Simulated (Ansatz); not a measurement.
# Cl on Zr(0001): change of the work function, part 2 of 2

Aim: the work function of Zr(0001) at several coverages of Cl (fcc site), and the dipole that each adsorbate carries.

Ansatz 0.2.0; plane-wave DFT, PBE, Ansatz PAW.

So far, work function, upper face (eV): step 2 (the clean slab) 4.17; step 3 (37 atoms, coverage 0.111 ML, cell 3x3) 4.11; step 4 (17 atoms, coverage 0.25 ML, cell 2x2) 4.05.

## 5. Adsorbate added, k-mesh 6×6×1, coverage 0.5 ML

System of this step: Cl/Zr(0001). The cell holds 18 atoms: 16 Zr and 2 Cl. Its edges and angles: a = 6.460 Å, b = 6.460 Å, c = 27.844 Å, α = 90.0°, β = 90.0°, γ = 60.0°. Vacuum lies along c.

input.yaml reads:

```yaml
crystal:
  lattice:
    - [6.46, 0.0, 0.0]
    - [3.23, 5.5945241084, 0.0]
    - [0.0, 0.0, 27.8439072714]
  atoms:
    - { symbol: Zr, position: [0.3333333333, 0.3333333333, 0.3232304975] }
    - { symbol: Zr, position: [0.0, 0.0, 0.4156275514] }
    - { symbol: Zr, position: [0.3333333333, 0.3333333333, 0.5116005758] }
    - { symbol: Zr, position: [0.0, 0.0, 0.5992195745] }
    - { symbol: Zr, position: [0.3333333333, 0.8333333333, 0.3232304975] }
    - { symbol: Zr, position: [0.0, 0.5, 0.4156275514] }
    - { symbol: Zr, position: [0.3333333333, 0.8333333333, 0.5116005758] }
    - { symbol: Zr, position: [0.0, 0.5, 0.5992195745] }
    - { symbol: Zr, position: [0.8333333333, 0.3333333333, 0.3232304975] }
    - { symbol: Zr, position: [0.5, 0.0, 0.4156275514] }
    - { symbol: Zr, position: [0.8333333333, 0.3333333333, 0.5116005758] }
    - { symbol: Zr, position: [0.5, 0.0, 0.5992195745] }
    - { symbol: Zr, position: [0.8333333333, 0.8333333333, 0.3232304975] }
    - { symbol: Zr, position: [0.5, 0.5, 0.4156275514] }
    - { symbol: Zr, position: [0.8333333333, 0.8333333333, 0.5116005758] }
    - { symbol: Zr, position: [0.5, 0.5, 0.5992195745] }
    - { symbol: Cl, position: [0.1666666667, 0.1666666667, 0.6767695025] }
    - { symbol: Cl, position: [0.6666666667, 0.1666666667, 0.6767695025] }
kpoints:
  mp_grid: { grid: [6, 6, 1] }
hamiltonian:
  xc: pbe
scf:
  occupations: { method: fermi_dirac, width: 0.1 }
  convergence: { dr2_threshold: 1.0e-08 }
efield:
  axis: 3
  dipole_correction: true
  ramp_position: 0.97
  ramp_width: 0.06
relax:
  f_tol: 0.02
  max_steps: 60
  constraints: [{ sites: [0, 1, 4, 5, 8, 9, 12, 13] }]
output:
  dos: { projected: true, e_range: [-8, 4] }
  write_potential: true
  write_density: true
  volumetric_format: npy
  elf: true
```

Command:

```console
> ansatz run input.yaml --threads 4 --pin off --max-ram 16384MiB --backend cpu --events-out ev --progress --plain --runs-dir out
```

Wall time 3.7 min (4 threads of Arm Neoverse V1, shared host); peak memory 3.4 GiB; 14 min of CPU time.

Relaxation path:

```tsv
step	energy less that of the first step (eV)	largest force component (eV/Å)
1	0.0000	1.5193
2	-0.6061	0.2574
3	-0.6637	0.0997
4	-0.6682	0.0178
```

The run keeps the 4 symmetry operations that it works with, so distortions that break them were not tested.

The atoms that moved most (Å):

```tsv
atom	dx	dy	dz	length
Cl18	0.000	0.069	-0.309	0.317
Cl17	0.000	0.069	-0.309	0.317
Zr4	0.000	-0.082	0.038	0.090
Zr12	0.000	-0.082	0.038	0.090
Zr16	0.000	0.077	0.014	0.078
Zr8	0.000	0.077	0.014	0.078
Zr7	0.000	0.019	-0.071	0.073
Zr15	0.000	0.019	-0.071	0.073
```

The relaxed structure:

```xyz
18
Lattice="6.4600 0.0000 0.0000 3.2300 5.5945 0.0000 0.0000 0.0000 27.8439" Properties=species:S:1:pos:R:3
Zr    3.2300    1.8648    9.0000
Zr    0.0000    0.0000   11.5727
Zr    3.2300    1.8463   14.2923
Zr    0.0000   -0.0819   16.7229
Zr    4.8450    4.6621    9.0000
Zr    1.6150    2.7973   11.5727
Zr    4.8450    4.6808   14.1739
Zr    1.6150    2.8738   16.6985
Zr    6.4600    1.8648    9.0000
Zr    3.2300    0.0000   11.5727
Zr    6.4600    1.8463   14.2923
Zr    3.2300   -0.0819   16.7229
Zr    8.0750    4.6621    9.0000
Zr    4.8450    2.7973   11.5727
Zr    8.0750    4.6808   14.1739
Zr    4.8450    2.8738   16.6985
Cl    1.6150    1.0019   18.5349
Cl    4.8450    1.0019   18.5349
```

The density of states has structure finer than the step of the table below, so its rows give means over 0.25 eV, whole bins alone (the curve runs from -8 to 1.11 eV). Peaks (eV: height): -5.560: 44.0, -1.290: 41.2, -0.840: 42.2, -0.750: 37.8, 0.780: 41.7, 0.870: 47.9, 0.990: 51.0.

Table of density of states by energy, zero at the Fermi level; means over each step:

```tsv
energy (eV)	density of states (states/eV a cell)
-6.75	0
-6.50	2.97
-6.25	1.78
-6.00	6.02
-5.75	11.5
-5.50	13.0
-5.25	6.18
-5.00	2.14
-4.75	2.47
-4.50	1.57
-4.25	3.15
-4.00	4.61
-3.75	2.83
-3.50	3.48
-3.25	3.52
-3.00	6.30
-2.75	9.15
-2.50	14.4
-2.25	19.2
-2.00	23.2
-1.75	20.2
-1.50	13.7
-1.25	22.5
-1.00	22.7
-0.75	28.5
-0.50	19.5
-0.25	19.4
0.00	24.0
0.25	28.0
0.50	23.6
0.75	29.5
```

The relaxation took 4 steps and lowered the energy by 0.67 eV; the largest force on the free atoms ends at 0.018 eV/Å.

The covered face has 4.09 eV, -0.07 eV against the clean one; the bare back face has moved by -0.00 eV, a measure of how thin the slab is.

## 6. The covered slab, k-mesh 12×12×1, coverage 1 ML

System of this step: Cl/Zr(0001). The cell holds 5 atoms: 4 Zr and 1 Cl. Its edges and angles: a = 3.230 Å, b = 3.230 Å, c = 27.844 Å, α = 90.0°, β = 90.0°, γ = 60.0°. Vacuum lies along c.

input.yaml, the sections that differ from step 5:

```yaml
crystal:
  lattice:
    - [3.23, 0.0, 0.0]
    - [1.615, 2.7972620542, 0.0]
    - [0.0, 0.0, 27.8439072714]
  atoms:
    - { symbol: Zr, position: [0.6666666667, 0.6666666667, 0.3232304975] }
    - { symbol: Zr, position: [0.0, 0.0, 0.4156275514] }
    - { symbol: Zr, position: [0.6666666667, 0.6666666667, 0.5116005758] }
    - { symbol: Zr, position: [0.0, 0.0, 0.5992195745] }
    - { symbol: Cl, position: [0.3333333333, 0.3333333333, 0.6767695025] }
kpoints:
  mp_grid: { grid: [12, 12, 1] }
relax:
  f_tol: 0.02
  max_steps: 60
  constraints: [{ sites: [0, 1] }]
output:
  write_potential: true
  write_density: true
  volumetric_format: npy
# hamiltonian, scf, efield: as in step 5
```

It took 16 s on 4 threads; peak memory 0.58 GiB; 60 s of CPU time.

Relaxation path:

```tsv
step	energy less that of the first step (eV)	largest force component (eV/Å)
1	0.0000	2.5530
2	-0.4022	0.6511
3	-0.4270	0.0494
4	-0.4272	0.0081
```

The run keeps the 6 symmetry operations that it works with, so distortions that break them were not tested.

The atoms that moved most (Å):

```tsv
atom	dx	dy	dz	length
Cl5	0.000	0.000	-0.272	0.272
Zr4	0.000	0.000	0.066	0.066
Zr3	0.000	0.000	-0.048	0.048
```

The relaxed structure:

```xyz
5
Lattice="3.2300 0.0000 0.0000 1.6150 2.7973 0.0000 0.0000 0.0000 27.8439" Properties=species:S:1:pos:R:3
Zr    3.2300    1.8648    9.0000
Zr    0.0000    0.0000   11.5727
Zr    3.2300    1.8648   14.1968
Zr    0.0000    0.0000   16.7504
Cl    1.6150    0.9324   18.5721
```

The relaxation took 4 steps and lowered the energy by 0.43 eV; the largest force on the free atoms ends at 0.0081 eV/Å.

The covered face has 4.23 eV, +0.07 eV against the clean one; the bare back face has moved by +0.00 eV, a measure of how thin the slab is.

## 7. Work function against coverage

This step: plane-wave DFT, PBE, Ansatz PAW; work function against coverage (Ansatz 0.2.0).

The runs are now put side by side.

This step gave:

| Item | Value |
| --- | --- |
| work function of the clean face | 4.165 eV |
| largest change of the work function | -0.1170 eV |

The work function of the covered face by coverage:

```tsv
coverage (adsorbates/nm²)	work function of the covered face (eV)
0.00	4.17
1.23	4.11
2.77	4.05
5.53	4.09
11.07	4.23
```

The dipole per adsorbate comes from the change of the cell's dipole. Coverage, by row:

```tsv
coverage (1/nm²)	coverage (ML)	work function (eV)	change (eV)	dipole per adsorbate, positive end outwards (debye)	mean height of the added atoms over the highest substrate atom (Å)
1.23	0.1111	4.108	-0.05769	0.123	1.8
2.767	0.25	4.048	-0.117	0.11	1.832
5.534	0.5	4.092	-0.07315	0.034	1.812
11.07	1	4.234	0.0688	-0.016	1.822
```

## 8. Results

* work function of the clean face: 4.17 eV
* work function at 0.11 ML: 4.11 eV
* work function at 0.25 ML: 4.05 eV
* work function at 0.5 ML: 4.09 eV
* work function at 1 ML: 4.23 eV
* dipole per adsorbate at 0.11 ML, positive end outwards: 0.12 D

Cl changes the work function of Zr(0001) by less than 0.15 eV at every coverage run, which is within the error of so thin a slab. The slab has 4 layers, at the tabulated experimental lattice constant, one starting site was run, and quantum-size effects of a slab this thin can reach one or two tenths of an eV.

[Logs are printed without paths, hosts, clocks, repeated set-up lines and the standing remarks that a program may print on its own settings, such as how far it seeks lower states.]

[Hosts, paths, dates, database ids (printed as entryN), source tags and the programs' standing remarks are cut or masked in the printed files.]

[Maps of the electrostatic potential energy from Ansatz leave out the sawtooth potential of an applied field or a dipole correction, so their vacuum need not be flat; planar profiles and work functions include it.]

[The density of states shown here was stored with 400 of the rows of the run's finer table, so its peaks can read low, often by over a quarter, or be missed, and its means over a window can be off by a tenth or more.]
